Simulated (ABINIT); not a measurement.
# A GW chain in ABINIT: SiO2 (P3_221), part 3 of 3

Aim: the G0W0 gap of SiO2 (P3_221) on LDA, step by step.

ABINIT 10.8.3; LDA and many-body steps on it, plane waves. Known limits of the many-body steps: not at the basis limit; coarse k mesh.

So far. Step 4 (Empty states on the mesh, 3×3×2 mesh, 195 bands): On this mesh the gap is 5.794 eV. Step 5 (Screening, 3×3×2 mesh, 179 bands, screening to 106.1 eV): Local fields lower ε∞ by 8 %. On a Γ-centred mesh this coarse the value itself is usually too large, while a short band sum pulls it down.

### 6. Self-energy, 3×3×2 mesh, 179 bands, screening to 106.1 eV

The self-energy is evaluated for the states that the input lists, and the levels follow from it, in one-shot runs by the linearised quasiparticle equation.

This step: G0W0 on LDA, plane waves, norm-conserving pseudopotentials.

run.abi reads:

```
acell 3*1.0 Angstrom
rprim 
  4.916359999971 0.000000000007 0.000000000000
  -2.458179999991 4.257692654122 0.000000000000
  0.000000000000 0.000000000000 5.408400000000
ntypat 2
znucl 14 8
natom 9
typat 1 1 1 2 2 2 2 2 2
xred 
  0.469730000000 0.000000000000 0.666666666667
  0.000000000000 0.469730000000 0.333333333333
  0.530270000000 0.530270000000 -0.000000000000
  0.413540000000 0.267580000000 0.785580000000
  0.732420000000 0.145960000000 0.452246666667
  0.854040000000 0.586460000000 0.118913333333
  0.267580000000 0.413540000000 0.214420000000
  0.145960000000 0.732420000000 0.547753333333
  0.586460000000 0.854040000000 0.881086666667
pp_dirpath "pseudos"
pseudos "Si.upf, O.upf"
ecut 36
ngkpt 3 3 2
nshiftk 1
shiftk 0 0 0
kptopt 1
chksymbreak 0
istwfk *1
occopt 1
irdwfk 1
optdriver 4
nband 179
gwcalctyp 0
ecutsigx 36
symsigma 1
nkptgw 3
kptgw 
  0.3333333333 0.3333333333 0.0000000000
  0.0000000000 0.0000000000 0.0000000000
  0.0000000000 0.0000000000 0.5000000000
bdgw 
  22 26
  23 27
  22 26
ecuteps 3.9
irdscr 1
ppmodel 1
indata_prefix "in"
outdata_prefix "out"
tmpdata_prefix "tmp"
```

Started as:

```bash
> OMP_NUM_THREADS=1 mpirun -n 4 abinit run.abi > log
```

Numbers of over 12 decimals in the logs are rounded to 6 here.

Output:

```text
.Version 10.8.3 of ABINIT. v10.8.2 released Aug 2026.

 Symmetries : space group P3_2 2 1 (#154); Bravais hP (primitive hexag.)
[... echo of the input left out ...]
== DATASET  1 ==================================================================
-   mpi_nproc: 4, omp_nthreads: 1 (-1 if OMP is not activated)

--- !DatasetInfo
iteration_state: {dtset: 1, }
dimensions: {natom: 9, nkpt: 6, mband: 179, nsppol: 1, nspinor: 1, nspden: 1, mpw: 7935, }
cutoff_energies: {ecut:  36.0, pawecutdg:  -1.0, }
electrons: {nelect:   4.80000000E+01, charge:   0.00000000E+00, occopt:   1.00000000E+00, tsmear:   1.00000000E-02, }

 SIGMA: Calculation of the GW corrections

 Based on a program developped by R.W. Godby, V. Olevano, G. Onida, and L. Reining.
 Incorporated in ABINIT by V. Olevano, G.-M. Rignanese, and M. Torrent.
.Using double precision arithmetic ; gwpc =  8

[... cell and pseudopotentials left out ...]
--------------------------------------------------------------------------------

 ==== K-mesh for the wavefunctions ====
 Number of points in the irreducible wedge :     6
[... list of points left out ...]
 Together with  6 symmetry operations and time-reversal symmetry
 yields    18 points in the full Brillouin Zone.

 ==== Q-mesh for screening function ====
 Number of points in the irreducible wedge :     6
[... list of points left out ...]
 Together with  6 symmetry operations and time-reversal symmetry
 yields    18 points in the full Brillouin Zone.

 vcoul_init : cutoff-mode = AUXILIARY_FUNCTION
 q-points for optical limit:   1
     1)      0.000010    0.000020    0.000030
 setmesh: FFT mesh size selected  =    45x   45x   60
          total number of points  =       121500

 Number of electrons calculated from density =   48.0000; Expected =   48.0000
 average of density, n =  0.062829
 r_s =    1.5605
 omega_plasma =   24.1788 [eV]

 === KS Band Gaps ===
  >>>> For spin  1
   Minimum direct gap =   6.1205 [eV], located at k-point      :   0.0000  0.0000  0.0000
   Fundamental gap    =   5.7943 [eV], Top of valence bands at :   0.3333  0.3333  0.0000
                                       Bottom of conduction at :   0.0000  0.0000  0.0000
 SIGMA fundamental parameters:
 PLASMON POLE MODEL  1
 number of plane-waves for SigmaX                 7935
 number of plane-waves for SigmaC and W            279
 number of plane-waves for wavefunctions          7935
 number of bands                                   179
 number of independent spin polarizations            1
 number of spinorial components                      1
 number of k-points in IBZ                           6
 number of q-points in IBZ                           6
 number of symmetry operations                       6
 number of k-points in BZ                           18
 number of q-points in BZ                           18
 number of frequencies for dSigma/dE                 9
 frequency step for dSigma/dE [eV]                0.25
 number of omega for Sigma on real axis              0
 max omega for Sigma on real axis  [eV]           0.00
 zcut for avoiding poles [eV]                     0.10

 EPSILON^-1 parameters (SCR file):
 dimension of the eps^-1 matrix on file            279
 dimension of the eps^-1 matrix used               279
 number of plane-waves for wavefunctions          7935
 number of bands                                   179
 number of q-points in IBZ                           6
 number of frequencies                               2
 number of real frequencies                          1
 number of imag frequencies                          1

 matrix elements of self-energy operator (all in [eV])

 Perturbative Calculation

--- !SelfEnergy_ee
iteration_state: {dtset: 1, }
kpoint     : [   0.333,    0.333,    0.000, ]
spin       : 1
KS_gap     :    8.686
QP_gap     :   12.014
Delta_QP_KS:    3.329
data: !SigmaeeData |
     Band     E0 <VxcDFT>   SigX SigC(E0)      Z dSigC/dE  Sig(E)    E-E0       E
       22  -0.319 -19.497 -25.455   4.134   0.816  -0.225 -20.985  -1.489  -1.808
       23  -0.319 -19.497 -25.455   4.134   0.816  -0.225 -20.985  -1.489  -1.808
       24   0.118 -19.838 -25.696   4.116   0.817  -0.224 -21.262  -1.423  -1.306
       25   8.803 -12.579  -7.117  -3.244   0.859  -0.164 -10.674   1.905  10.709
       26   8.803 -12.579  -7.117  -3.244   0.859  -0.164 -10.674   1.905  10.709

--- !SelfEnergy_ee
iteration_state: {dtset: 1, }
kpoint     : [   0.000,    0.000,    0.000, ]
spin       : 1
KS_gap     :    6.121
QP_gap     :    9.105
Delta_QP_KS:    2.984
data: !SigmaeeData |
     Band     E0 <VxcDFT>   SigX SigC(E0)      Z dSigC/dE  Sig(E)    E-E0       E
       23  -0.209 -19.275 -25.141   4.056   0.817  -0.223 -20.755  -1.480  -1.688
       24  -0.209 -19.275 -25.141   4.056   0.817  -0.223 -20.755  -1.480  -1.688
       25   5.912 -11.322  -6.486  -3.107   0.870  -0.150  -9.818   1.504   7.416
       26   9.153 -10.840  -5.313  -3.410   0.864  -0.158  -9.010   1.829  10.983
       27   9.153 -10.840  -5.313  -3.410   0.864  -0.158  -9.010   1.829  10.983

--- !SelfEnergy_ee
iteration_state: {dtset: 1, }
kpoint     : [   0.000,    0.000,    0.500, ]
spin       : 1
KS_gap     :    7.809
QP_gap     :   11.035
Delta_QP_KS:    3.226
data: !SigmaeeData |
     Band     E0 <VxcDFT>   SigX SigC(E0)      Z dSigC/dE  Sig(E)    E-E0       E
       22  -0.095 -19.646 -25.575   4.130   0.817  -0.224 -21.115  -1.470  -1.564
       23  -0.095 -19.646 -25.575   4.130   0.817  -0.224 -21.115  -1.470  -1.564
       24   0.031 -19.703 -25.601   4.121   0.817  -0.224 -21.155  -1.452  -1.421
       25   7.840 -12.575  -7.446  -3.070   0.861  -0.161 -10.801   1.774   9.614
       26   7.840 -12.575  -7.446  -3.070   0.861  -0.161 -10.801   1.774   9.614

== END DATASET(S) ==============================================================
================================================================================

 -outvars: echo values of variables after computation  --------
           etotal      0.0000000000E+00
            nband         179
             nkpt           6
          spgroup         154
 [... the other variables as echoed above ...]

 Calculation completed.
```

Run time: 23 s. Hardware: 4 MPI ranks of Arm Neoverse V1, shared host; peak memory 1.6 GiB; 91 s of CPU time.

Numbers from this step:

| Quantity | Value |
| --- | --- |
| G0W0 gap on the points computed | 8.722 eV |
| starting gap on the mesh | 5.794 eV |
| k of the valence top | 0.3333, 0.3333, 0 |
| k of the conduction bottom | 0, 0, 0 |
| Z at the valence top | 0.817 |
| Z at the conduction bottom | 0.87 |
| least direct G0W0 gap on the computed points | 9.104 eV |

The gap on the mesh goes from 5.79 eV to 8.72 eV, a correction of +2.93 eV.

Limits: finite bands, cutoff and mesh; coarse k mesh. v1 is the top filled band, c1 the lowest empty one. Levels before and after the correction, in eV, zero at the valence-band top of each column:

```csv
,conduction bottom,valence top
Kohn-Sham,5.79,0.00
G0W0,8.72,0.00
```

```csv
,level,energy (eV)
Kohn-Sham,(0.333 0.333 0) v3-v2,-0.437
Kohn-Sham,(0.333 0.333 0) v1,0.000
Kohn-Sham,(0.333 0.333 0) c1-c2,8.686
Kohn-Sham,Γ v2-v1,-0.326
Kohn-Sham,Γ c1,5.794
Kohn-Sham,Γ c2-c3,9.036
G0W0,(0.333 0.333 0) v3-v2,-0.502
G0W0,(0.333 0.333 0) v1,0.000
G0W0,(0.333 0.333 0) c1-c2,12.015
G0W0,Γ v2-v1,-0.382
G0W0,Γ c1,8.722
G0W0,Γ c2-c3,12.289
```

### 7. Where the time went

Times are wall times on 4 MPI ranks of Arm Neoverse V1, shared host, good to a factor of about two.

```csv
step,time,share,memory (GiB)
ground state,86 s,19 %,0.48
bands along the symmetry lines,62 s,14 %,0.47
empty states on the mesh,2.6 min,36 %,0.49
screening,1.9 min,26 %,2.0
self-energy,23 s,5 %,1.6
```

### 8. Results

```yaml
lda_gap: 5.79 eV, indirect
g0w0_gap_on_the_mesh: 8.72 eV
gw_settings: 3×3×2 mesh, 179 bands, screening to 106.1 eV, Godby-Needs plasmon pole
known_limits: not at the basis limit; coarse k mesh
```

G0W0 moves the gap on the mesh from 5.79 eV to 8.72 eV (+2.93 eV), with Z of 0.82 and 0.87 at the edges. Local fields lower the RPA ε∞ on this mesh from 2.60 to 2.40; a Γ-centred mesh this coarse tends to raise both, most where the direct gap is narrow, while a short band sum lowers them. Only 3 of the mesh's irreducible points were corrected, so a valley elsewhere could overtake. Bands and cutoff are finite, so the gap is not at the basis limit. The miss can reach some tenths of an eV and take either sign; the mesh is an error of its own. In the G0W0 run levels were corrected at 3 k points alone, so a gap called «on the mesh» is the least over those, and an edge elsewhere would be missed. The 3×3×2 mesh is coarse for this cell, which bears on the long-range parts of exchange and screening.

[Paths, hosts, dates, memory and timing lines, banners, echoed tables and standing remarks are left out of the program output.]

[Logs are printed without paths, hosts, clocks, repeated set-up lines and the standing remarks that a program may print on its own settings, such as how far it seeks lower states.]

[Runs of the session that timed out or met a known fault of the program may be left out.]

[Hosts, paths, dates, database ids (printed as entryN), source tags and the programs' standing remarks are cut or masked in the printed files.]

[G0W0 gaps are taken among the corrected bands and points alone; a level outside them can change the order at an edge.]

[Where Ansatz stands beside ABINIT at settings called matched, ABINIT's density can come from a denser mesh and the files from another edition; pairs whose starting gaps differed by over 0.03 eV were left out, so agreement reads better than it is.]
